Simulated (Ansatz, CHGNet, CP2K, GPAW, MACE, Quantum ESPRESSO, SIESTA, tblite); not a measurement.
# SIESTA on random packing of Si31O39C14H16 (at. %) (83 atoms): settings against a plane-wave reference, part 2 of 2

How do the settings of SIESTA change the result for random packing of Si31O39C14H16 (at. %) (83 atoms)? A plane-wave run serves as the yardstick.

Program: SIESTA 5.4.2; the method stands at each step. Banners, paths, timers and routine set-up lines are dropped from the logs unmarked, and long logs keep their key lines alone; longer cuts are marked. The potentials were converted by us to PSML.

So far. Step 2 (PBE, DZP, shift 0.01 Ry, mesh 500 Ry): Forces lie 7.5 % from the reference's, at 18 times its CPU time (on 2 against 8 cores). Step 3 (PBE, SZP, shift 0.01 Ry, mesh 500 Ry): Against the first run (7.5 %), the force difference from the reference is 26 %, at 0.92 times the CPU time, with 682 basis functions against 975: the smaller basis costs accuracy.

### Step 4. PBE, SZ, shift 0.01 Ry, mesh 500 Ry

Method: Kohn-Sham DFT, PBE, PseudoDojo 0.4.1 norm-conserving pseudopotentials (converted to PSML), numerical atomic orbitals (SZ), diagonalisation.

input.fdf reads:

```
SystemLabel cell
NumberOfAtoms 83
NumberOfSpecies 4
%block ChemicalSpeciesLabel
  1 14 Si
  2 8 O
  3 6 C
  4 1 H
%endblock ChemicalSpeciesLabel
LatticeConstant 1.0 Ang
%block LatticeVectors
  10.05190 0.00000 0.00000
  0.00000 10.05190 0.00000
  0.00000 0.00000 10.05190
%endblock LatticeVectors
PAO.BasisSize SZ
PAO.EnergyShift 0.01 Ry
XC.Functional GGA
XC.Authors PBE
MeshCutoff 500 Ry
%block kgrid_Monkhorst_Pack
  1 0 0 0.0
  0 1 0 0.0
  0 0 1 0.0
%endblock kgrid_Monkhorst_Pack
SolutionMethod diagon
OccupationFunction FD
ElectronicTemperature 580 K
SCF.Mixer.Method Pulay
SCF.Mixer.Weight 0.15
SCF.Mixer.History 8
SCF.Mix Hamiltonian
MaxSCFIterations 300
SCF.DM.Tolerance 1e-04
SCF.H.Tolerance 1.0e-3 eV
WriteForces T
Write.HirshfeldPop T
Write.VoronoiPop T
Write.DM F
Write.H F
XML.Write F
AtomicCoordinatesFormat Fractional
%block AtomicCoordinatesAndAtomicSpecies
[... 83 atom lines left out: the same atoms as in the first run ...]
%endblock AtomicCoordinatesAndAtomicSpecies
```

Launch:

```console
$ OMP_NUM_THREADS=1 siesta < input.fdf > output.txt
```

Output:

```text
Version         : 5.4.2
reinit: System Name:
reinit: System Label: cell
initatom: Reading input for the pseudopotentials and atomic orbitals ----------
Species number:   1 Atomic number:   14 Label: Si
Species number:   2 Atomic number:    8 Label: O
Species number:   3 Atomic number:    6 Label: C
Species number:   4 Atomic number:    1 Label: H
Ground state valence configuration (from tables):   3s02  3p02  3d00  4f00
Ground state valence configuration (from tables):   2s02  2p04  3d00  4f00
[... lines left out ...]
        iscf     Eharris(eV)        E_KS(eV)     FreeEng(eV)     dDmax    Ef(eV) dHmax(eV)
[... lines left out ...]
SCF Convergence by DM+H criterion
[... lines left out ...]
SCF cycle converged after 46 iterations
[... lines left out ...]
   Max   14.388503
[... lines left out ...]
   Max   14.388503    constrained
Stress tensor Voigt[x,y,z,yz,xz,xy] (kbar):      -18.00      -83.05      -35.74        4.25      -29.76       -3.31
[... lines left out ...]
siesta: FreeEng =    -19310.769026
[... lines left out ...]
siesta:         Fermi =      -4.515471
[... lines left out ...]
siesta:           0.02845998          0.00072445  eV/Ang**3
siesta:          45.59790976          1.16070045  kBar
    Orbital volume contribution        =          16.455671 eV
    (Free)E + p_basis*V_orbitals       =      -19294.313355 eV
    (Free)Eharris+ p_basis*V_orbitals  =      -19294.313353 eV
Hirshfeld Atomic Populations:
Atom #   charge [q] valence [e]  Species
     1     0.229904    3.770096  Si
     2     0.191903    3.808097  Si
     3     0.163111    3.836889  Si
[...]
27    -0.119554    6.119554  O
    28    -0.121275    6.121275  O
    29    -0.131657    6.131657  O
[...]
59     0.084675    3.915325  C
    60    -0.092251    4.092251  C
    61     0.096982    3.903018  C
[...]
71     0.028946    0.971054  H
    72    -0.001566    1.001566  H
    73    -0.088651    1.088651  H
[...]
--------------------
 Total    -0.000031
Voronoi Atomic Populations:
Atom #   charge [q] valence [e]  Species
[...]
25     0.280802    3.719198  Si
    26     0.306965    3.693035  Si
[...]
57    -0.267001    6.267001  O
    58    -0.145780    6.145780  O
[...]
69    -0.051086    4.051086  C
    70    -0.162110    4.162110  C
[...]
82    -0.043962    1.043962  H
    83    -0.052428    1.052428  H
--------------------
 Total    -0.000030
```

Run time: 3.7 min. Hardware: 1 thread of Arm Neoverse V2, shared host; peak memory 0.9 GiB.

Compared with the plane-wave run:

```
r.m.s. force component                  : 2.267 eV/Å
r.m.s. difference of force components   : 1289 meV/Å
longest difference of force vectors     : 6832 meV/Å
force difference over r.m.s. force      : 69.61 %
slope of forces against the reference's : 1.007
correlation of force components         : 0.8227
pressure                                : 4.56 GPa
pressure difference                     : 16.87 GPa
```

This is a coarse setting, run to see what it loses.

Against the first run (7.5 %), the force difference from the reference is 70 %, at 0.34 times the CPU time (on 1 against 2 cores), with 293 basis functions against 975: the smaller basis costs accuracy.

### Step 5. PBE, DZP, shift 0.02 Ry, mesh 500 Ry

Method: Kohn-Sham DFT, PBE, PseudoDojo 0.4.1 norm-conserving pseudopotentials (converted to PSML), numerical atomic orbitals (DZP), diagonalisation.

Edit input.fdf of step 4 so:

```diff
@@ -15,4 +15,4 @@
 %endblock LatticeVectors
-PAO.BasisSize SZ
-PAO.EnergyShift 0.01 Ry
+PAO.BasisSize DZP
+PAO.EnergyShift 0.02 Ry
 XC.Functional GGA
```

Launch:

```console
$ OMP_NUM_THREADS=1 mpirun -np 2 siesta < input.fdf > output.txt
```

Output:

```text
Version         : 5.4.2
reinit: System Name:
reinit: System Label: cell
initatom: Reading input for the pseudopotentials and atomic orbitals ----------
Species number:   1 Atomic number:   14 Label: Si
Species number:   2 Atomic number:    8 Label: O
Species number:   3 Atomic number:    6 Label: C
Species number:   4 Atomic number:    1 Label: H
Ground state valence configuration (from tables):   3s02  3p02  3d00  4f00
Ground state valence configuration (from tables):   2s02  2p04  3d00  4f00
[... lines left out ...]
        iscf     Eharris(eV)        E_KS(eV)     FreeEng(eV)     dDmax    Ef(eV) dHmax(eV)
[... lines left out ...]
SCF Convergence by DM+H criterion
[... lines left out ...]
SCF cycle converged after 35 iterations
[... lines left out ...]
   Max    8.806953
[... lines left out ...]
   Max    8.806953    constrained
Stress tensor Voigt[x,y,z,yz,xz,xy] (kbar):      184.37      128.50      153.70       -0.29      -29.04        2.13
[... lines left out ...]
siesta: FreeEng =    -19378.417809
[... lines left out ...]
siesta:         Fermi =      -4.480207
[... lines left out ...]
siesta:          -0.09706898         -0.08560574  eV/Ang**3
siesta:        -155.52165009       -137.15551917  kBar
    Orbital volume contribution        =          25.239743 eV
    (Free)E + p_basis*V_orbitals       =      -19353.178066 eV
    (Free)Eharris+ p_basis*V_orbitals  =      -19353.178073 eV
Hirshfeld Atomic Populations:
Atom #   charge [q] valence [e]  Species
     1     0.175248    3.824752  Si
     2     0.170315    3.829685  Si
     3     0.170086    3.829914  Si
[...]
27    -0.118520    6.118520  O
    28    -0.145568    6.145568  O
    29    -0.102648    6.102648  O
[...]
59     0.115225    3.884775  C
    60    -0.041681    4.041681  C
    61     0.126154    3.873846  C
[...]
71     0.010783    0.989217  H
    72    -0.015375    1.015375  H
    73    -0.082822    1.082822  H
[...]
--------------------
 Total     0.000012
Voronoi Atomic Populations:
Atom #   charge [q] valence [e]  Species
[...]
25     0.310397    3.689603  Si
    26     0.267355    3.732645  Si
[...]
57    -0.304688    6.304688  O
    58    -0.153899    6.153899  O
[...]
69    -0.004484    4.004484  C
    70    -0.091184    4.091184  C
[...]
82    -0.058579    1.058579  H
    83    -0.090419    1.090419  H
--------------------
 Total     0.000013
```

Wall time 3.7 min (2 MPI ranks); peak memory 1.8 GiB.

Numbers from this run, and their distance from the reference:

| Item | Value |
| --- | --- |
| r.m.s. force component | 1.875 eV/Å |
| r.m.s. difference of force components | 160.6 meV/Å |
| longest difference of force vectors | 844.4 meV/Å |
| force difference over r.m.s. force | 8.673 % |
| slope of forces against the reference's | 1.009 |
| correlation of force components | 0.9964 |
| pressure | -15.55 GPa |
| pressure difference | -3.245 GPa |

Against the first run (7.5 %), the force difference from the reference is 8.7 %, at 0.69 times the CPU time.

### Step 6. All runs compared

Differences are against the plane-wave reference, forces as r.m.s. over components; share is that over the reference's r.m.s. force, slope the least-squares factor from reference forces to these. Total energies of different programs have different zeros and aren't compared.

```
                                                 run  Δ force, r.m.s. (meV/Å)  share (%)  slope  Δ pressure (GPa)  cores  CPU time  memory (GiB)
                                           reference                        -          -      -                 -      8      36 s           1.2
         SIESTA PBE, DZP, shift 0.01 Ry, mesh 500 Ry                      139       7.53  0.983             0.329      2    11 min           2.1
SIESTA PBE, SZP, shift 0.01 Ry, mesh 500 Ry (coarse)                      475       25.6  1.042              3.60      2    10 min           1.9
 SIESTA PBE, SZ, shift 0.01 Ry, mesh 500 Ry (coarse)                     1289       69.6  1.007              16.9      1   3.7 min           0.9
         SIESTA PBE, DZP, shift 0.02 Ry, mesh 500 Ry                      161       8.67  1.009             -3.25      2   7.5 min           1.8
```

Rows marked coarse were listed beforehand as settings not expected to be converged; some can still land near the reference.

CPU time is summed over cores on a shared host, where runs went side by side, so it is rough. Symmetry, cutoffs, thresholds, outputs and thread counts weren't matched or tuned between programs; memory under MPI is the largest rank's times the ranks.

Mean charges by element (e), by run and scheme:

| run | scheme | Si | O | C | H |
| --- | --- | --- | --- | --- | --- |
| reference | Löwdin | +0.70 | -0.41 | -0.20 | +0.10 |
| SIESTA PBE, DZP, shift 0.01 Ry, mesh 500 Ry | Hirshfeld | +0.17 | -0.14 | 0.00 | 0.00 |
| SIESTA PBE, DZP, shift 0.02 Ry, mesh 500 Ry | Hirshfeld | +0.16 | -0.12 | +0.01 | -0.02 |

The reference's Löwdin charges lack the electrons that the projection spills, 0.047 e an atom on average.

### Step 7. Summary of results

```
nearest in forces : SIESTA PBE, DZP, shift 0.01 Ry, mesh 500 Ry, 7.5 %
its CPU time      : 11 min
```

In words: The PBE runs in local orbitals, coarse settings apart, differ by 7.5 % (SIESTA PBE, DZP, shift 0.01 Ry, mesh 500 Ry) to 8.7 % (SIESTA PBE, DZP, shift 0.02 Ry, mesh 500 Ry); basis, grid and potentials can all enter. Runs with settings chosen to be coarse differ by 26 % (SIESTA PBE, SZP, shift 0.01 Ry, mesh 500 Ry) to 70 % (SIESTA PBE, SZ, shift 0.01 Ry, mesh 500 Ry), their programs' other errors included. None of the electronic-structure runs in the table takes under half the reference's CPU time of 36 s; they take 6.0 to 18 times as much. In pressure, SIESTA PBE, SZ, shift 0.01 Ry, mesh 500 Ry misses by +16.9 GPa, at the same functional. Charges hang on scheme and program or settings: among these rows the mean for Si runs from +0.16 to +0.70 e. The electron count is odd in these runs, and they have no spin polarisation, so the unpaired electron is spread evenly over both spins. The reference's stress is far from hydrostatic: its diagonal is -15.1, -9.7, -12.1 GPa, compression counted positive. The reference's pressure of -12 GPa belongs to a cell and atoms that aren't relaxed at this level. The electron count is odd and the run has no spin polarisation, so levels at the top are partly filled by construction. The electronic-structure runs sample only Γ, in a cell whose shortest periodic width is 10 Å, which is coarse for a cell with partly filled levels.

[Also dropped from logs without a mark: logging warnings of Python, and SIESTA's first energy breakdown and zero terms.]

[Logs are printed without paths, hosts, clocks, repeated set-up lines and the standing remarks that a program may print on its own settings, such as how far it seeks lower states.]

[Hosts, paths, dates, database ids (printed as entryN), source tags and the programs' standing remarks are cut or masked in the printed files.]
